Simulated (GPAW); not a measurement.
# Work function of C/Rh(100) at several levels, part 2 of 2

Wanted: work functions and dipole of C/Rh(100), with the cost of each level.

GPAW 26.7.0; GPAW, PAW setups; slab in vacuum, relaxation (the session's first sound run).

So far, upper work function (eV): step 2 (relaxation, PBE, GPAW) 5.51; step 4 (self-consistent run: xc = "RPBE") 5.39; step 5 (self-consistent run: xc = "revPBE") 5.40; step 6 (OptPBE vdW: xc = "optPBE-vdW", GPAW, PAW setups, GPAW) 5.72; step 7 (self-consistent run: xc = "LDA") 5.81.

### 8. Self-consistent run: xc = "vdW-DF2"

The same geometry under vdW-DF2, to see how far the functional moves the levels against the vacuum (the van der Waals functionals take revPBE setups).

Contents of run.py:

```python
import json
import numpy as np
from ase import Atoms
from gpaw import GPAW, PW

slab = Atoms(
    ['Rh', 'Rh', 'Rh', 'Rh', 'C'],
    positions=[
        [1.34350, 1.34350, 7.00000],
        [0.00000, 0.00000, 8.90000],
        [1.34350, 1.34350, 10.78721],
        [-0.00000, 0.00000, 13.00824],
        [1.34350, 1.34350, 13.70954]],
    cell=[[2.68701, 0.0, 0.0], [0.0, 2.68701, 0.0], [0.0, 0.0, 20.76883]],
    pbc=[True, True, False])

slab.calc = GPAW(mode=PW(500), xc='vdW-DF2', kpts={'size': (12, 12, 1), 'gamma': True},
                 occupations={'name': 'fermi-dirac', 'width': 0.1}, nbands='160%',
                 convergence={'density': 1e-05}, maxiter=200,
                 poissonsolver={'dipolelayer': 'xy'},
                 symmetry={'tolerance': 1e-3}, txt='slab.txt')
result = {}
energy = slab.get_potential_energy()
fermi = slab.calc.get_fermi_level()
v = slab.calc.get_electrostatic_potential().mean((0, 1)) - fermi
n = slab.calc.get_pseudo_density().mean((0, 1))
L = slab.cell[2, 2]
z = np.arange(len(v)) * L / len(v)
low, high = slab.positions[:, 2].min(), slab.positions[:, 2].max()
below, above = np.interp([low - 4.8, high + 4.8], z, v)
slopes = [np.interp(x, z, np.gradient(v, z)) for x in (low - 4.8, high + 4.8)]
eps = np.array([[slab.calc.get_eigenvalues(k, s) for k in range(len(slab.calc.get_ibz_k_points()))]
                for s in range(slab.calc.get_number_of_spins())]) - fermi
top, bottom = eps[eps < 0].max(), eps[eps > 0].min()
dipole = slab.get_dipole_moment()[2]
print(f'energy {energy:.4f} eV, Fermi level {fermi:.4f} eV, dipole {dipole:.5f} e A')
print(f'potential 4.8 A off the faces, from the Fermi level: lower {below:.4f} eV, upper {above:.4f} eV')
print(f'slope of the potential there: lower {slopes[0]:.5f}, upper {slopes[1]:.5f} eV/A')
print(f'nearest levels on the mesh: {top:.4f} and {bottom:.4f} eV')
print('magnetic moment', round(slab.get_magnetic_moment(), 3))
result.update(energy=energy, fermi=fermi, dipole=dipole, below=below, above=above, slopes=slopes, edges=[top, bottom],
              z=z.tolist(), v=v.tolist(), n=n.tolist(), positions=slab.positions.tolist(),
              forces=slab.get_forces(apply_constraint=False).tolist(), moments=slab.get_magnetic_moments().tolist())
json.dump(result, open('result.json', 'w'))
```

Run with:

```bash
$ OMP_NUM_THREADS=1 OPENBLAS_NUM_THREADS=1 python run.py
```

The job ended after 5 min (1 thread of Arm Neoverse V1, shared host; peak memory 0.39 GiB).

Numbers from this step:

| Item | Value |
| --- | --- |
| dipole along the normal | -0.02184 e·Å |
| levels nearest the Fermi level on the mesh | -0.01368, 0.003419 eV from the Fermi level |
| upper work function | 5.847 eV |
| lower work function | 5.298 eV |

Electrostatic potential energy of an electron (without an applied field's), less the Fermi level, planar mean against z:

z (Å), electrostatic potential energy of an electron (without an applied field's), less the Fermi level, planar mean (eV) and a bar from the least value:
```
      0.0        5.6 ##############################
      0.5        5.3 #############################
      1.0        5.3 #############################
      1.5        5.3 #############################
      2.0        5.3 #############################
      2.5        5.3 #############################
      3.0        5.3 #############################
      3.5        5.3 #############################
      4.0        5.3 #############################
      4.5        5.2 #############################
      5.0        4.9 #############################
      5.5        4.1 ############################
      6.0        1.1 #########################
      6.5       -9.4 ###############
      7.0      -21.6 ###
      7.5      -10.1 ###############
      8.0       -3.3 #####################
      8.5      -13.6 ###########
      9.0      -21.4 ####
      9.5       -7.8 #################
     10.0       -4.3 ####################
     10.5      -16.9 ########
     11.0      -18.8 ######
     11.5       -4.5 ####################
     12.0       -1.2 #######################
     12.5      -10.9 ##############
     13.0      -25.1 
     13.5      -21.5 ####
     14.0       -8.1 ################
     14.5        2.7 ###########################
     15.0        5.2 #############################
     15.5        5.7 ##############################
     16.0        5.8 ##############################
     16.5        5.8 ##############################
     17.0        5.8 ##############################
     17.5        5.8 ##############################
     18.0        5.8 ##############################
     18.5        5.8 ##############################
     19.0        5.8 ##############################
     19.5        5.8 ##############################
     20.0        5.8 ##############################
     20.5        5.8 ##############################
```

The upper face's work function is 5.847 eV, against 5.512 eV in the first plane-wave PBE run at this geometry.

### 9. Real-space grid: mode = "fd"

A real-space grid is a second complete basis, so it checks the plane-wave result.

run.py, as its differences from that of step 8:

```diff
@@ -3,3 +3,3 @@
 from ase import Atoms
-from gpaw import GPAW, PW
+from gpaw import GPAW
 
@@ -16,3 +16,3 @@
 
-slab.calc = GPAW(mode=PW(500), xc='vdW-DF2', kpts={'size': (12, 12, 1), 'gamma': True},
+slab.calc = GPAW(mode='fd', h=0.18, xc='PBE', kpts={'size': (12, 12, 1), 'gamma': True},
                  occupations={'name': 'fermi-dirac', 'width': 0.1}, nbands='160%',
```

Run time: 16 min. Hardware: 1 thread; peak memory 1.2 GiB.

This step gave:

```yaml
dipole_along_the_normal: -0.02271 e·Å
levels_nearest_the_fermi_level_on_the_mesh: -0.008983, 0.03606 eV from the Fermi level
upper_work_function: 5.514 eV
lower_work_function: 4.945 eV
```

Table of electrostatic potential energy of an electron (without an applied field's), less the Fermi level, planar mean by z:

```csv
z (Å),"electrostatic potential energy of an electron (without an applied field's), less the Fermi level, planar mean (eV)"
0.0,5.23
0.5,4.95
1.0,4.95
1.5,4.95
2.0,4.95
2.5,4.94
3.0,4.94
3.5,4.94
4.0,4.92
4.5,4.87
5.0,4.66
5.5,3.91
6.0,1.05
6.5,-9.39
7.0,-21.6
7.5,-9.88
8.0,-3.00
8.5,-13.5
9.0,-21.4
9.5,-7.60
10.0,-4.07
10.5,-16.8
11.0,-18.8
11.5,-4.26
12.0,-0.796
12.5,-10.7
13.0,-25.2
13.5,-21.7
14.0,-8.22
14.5,2.59
15.0,4.93
15.5,5.40
16.0,5.49
16.5,5.51
17.0,5.51
17.5,5.51
18.0,5.51
18.5,5.51
19.0,5.51
19.5,5.51
20.0,5.51
20.5,5.51
```

The upper face's work function is 5.514 eV, against 5.512 eV in the first plane-wave PBE run at this geometry.

### 10. Atomic orbitals: mode = "lcao"

Atom-centred orbitals end a few angstrom from the surface, which tests how much the density's tail matters.

run.py, as its differences from that of step 9:

```diff
@@ -16,4 +16,4 @@
 
-slab.calc = GPAW(mode='fd', h=0.18, xc='PBE', kpts={'size': (12, 12, 1), 'gamma': True},
-                 occupations={'name': 'fermi-dirac', 'width': 0.1}, nbands='160%',
+slab.calc = GPAW(mode='lcao', basis='dzp', h=0.18, xc='PBE', kpts={'size': (12, 12, 1), 'gamma': True},
+                 occupations={'name': 'fermi-dirac', 'width': 0.1}, nbands='120%',
                  convergence={'density': 1e-05}, maxiter=200,
```

Wall time 38 min (1 thread); peak memory 0.42 GiB.

This step gave:

| Property | Result |
| --- | --- |
| dipole along the normal | -0.02418 e·Å |
| levels nearest the Fermi level on the mesh | -4.97e-4, 0.04284 eV from the Fermi level |
| upper work function | 5.569 eV |
| lower work function | 4.963 eV |

Electrostatic potential energy of an electron (without an applied field's), less the Fermi level, planar mean against z:

z (Å), electrostatic potential energy of an electron (without an applied field's), less the Fermi level, planar mean (eV) and a bar from the least value:
```
      0.0        5.3 ##############################
      0.5        5.0 #############################
      1.0        5.0 #############################
      1.5        5.0 #############################
      2.0        5.0 #############################
      2.5        5.0 #############################
      3.0        5.0 #############################
      3.5        5.0 #############################
      4.0        4.9 #############################
      4.5        4.9 #############################
      5.0        4.7 #############################
      5.5        4.0 ############################
      6.0        1.2 ##########################
      6.5       -9.3 ################
      7.0      -21.6 ####
      7.5       -9.9 ###############
      8.0       -3.0 ######################
      8.5      -13.4 ############
      9.0      -21.4 ####
      9.5       -7.6 #################
     10.0       -4.0 #####################
     10.5      -16.8 ########
     11.0      -18.8 ######
     11.5       -4.2 #####################
     12.0       -0.7 ########################
     12.5      -10.7 ##############
     13.0      -25.4 
     13.5      -21.8 ###
     14.0       -8.2 #################
     14.5        2.7 ###########################
     15.0        5.0 #############################
     15.5        5.5 ##############################
     16.0        5.5 ##############################
     16.5        5.6 ##############################
     17.0        5.6 ##############################
     17.5        5.6 ##############################
     18.0        5.6 ##############################
     18.5        5.6 ##############################
     19.0        5.6 ##############################
     19.5        5.6 ##############################
     20.0        5.6 ##############################
     20.5        5.6 ##############################
```

The upper face's work function is 5.569 eV, against 5.512 eV in the first plane-wave PBE run at this geometry.

### 11. All levels side by side

Times are for 1 thread of Arm Neoverse V1, shared host. The series side by side:

```csv
no.,run,upper work function (eV),lower work function (eV),time,memory (GiB)
1,pw,5.512,4.945,3.2 min,0.28
2,RPBE,5.390,4.767,3.1 min,0.28
3,revPBE,5.399,4.789,3.5 min,0.28
4,optPBE vdW,5.717,5.122,3.3 min,0.39
5,LDA,5.805,5.328,4 min,0.28
6,vdW DF2,5.847,5.298,5 min,0.39
7,fd,5.514,4.945,16 min,1.2
8,lcao,5.569,4.963,38 min,0.42
```

### 12. Side by side

Results and costs are gathered.

This step: comparison of work functions, dipole and cost (GPAW 26.7.0).

Ladder, by row:

```csv
step,code,"work function, upper (eV)","work function, lower (eV)",dipole (e Å),wall time (s),peak memory (GiB),threads
pw,GPAW,5.512,4.945,-0.02261,194.8,0.28,1
RPBE,GPAW,5.39,4.767,-0.02485,183.7,0.28,1
revPBE,GPAW,5.399,4.789,-0.02429,210,0.28,1
optPBE-vdW,GPAW,5.717,5.122,-0.0237,199.2,0.39,1
LDA,GPAW,5.805,5.328,-0.01901,242.6,0.28,1
vdW-DF2,GPAW,5.847,5.298,-0.02184,300,0.39,1
fd,GPAW,5.514,4.945,-0.02271,971.7,1.2,1
lcao,GPAW,5.569,4.963,-0.02418,2305,0.42,1
```

### 13. Summary of results

- work function, upper and lower face: 5.512 and 4.945 eV
- dipole along the normal: -0.0226 e Å

With plane waves and PBE the work function is 5.51 eV on the upper face and 4.94 eV on the lower. The two faces differ by 0.57 eV, the step that the slab's dipole makes (e p/(ε0 A) gives 0.57 eV), so the dipole layer is needed. Over the sound runs of the table the upper face's work function spans 5.390 (RPBE) to 5.847 eV (vdW-DF2). The cell of 7.22 Å² holds one C, started on one chosen site; other sites and coverages weren't tried. The in-plane lattice was kept as typed, which isn't the functional's own and leaves some strain; spin-orbit coupling and temperature are left out.

[Logs are printed without paths, hosts, clocks, repeated set-up lines and the standing remarks that a program may print on its own settings, such as how far it seeks lower states.]

[Hosts, paths, dates, database ids (printed as entryN), source tags and the programs' standing remarks are cut or masked in the printed files.]
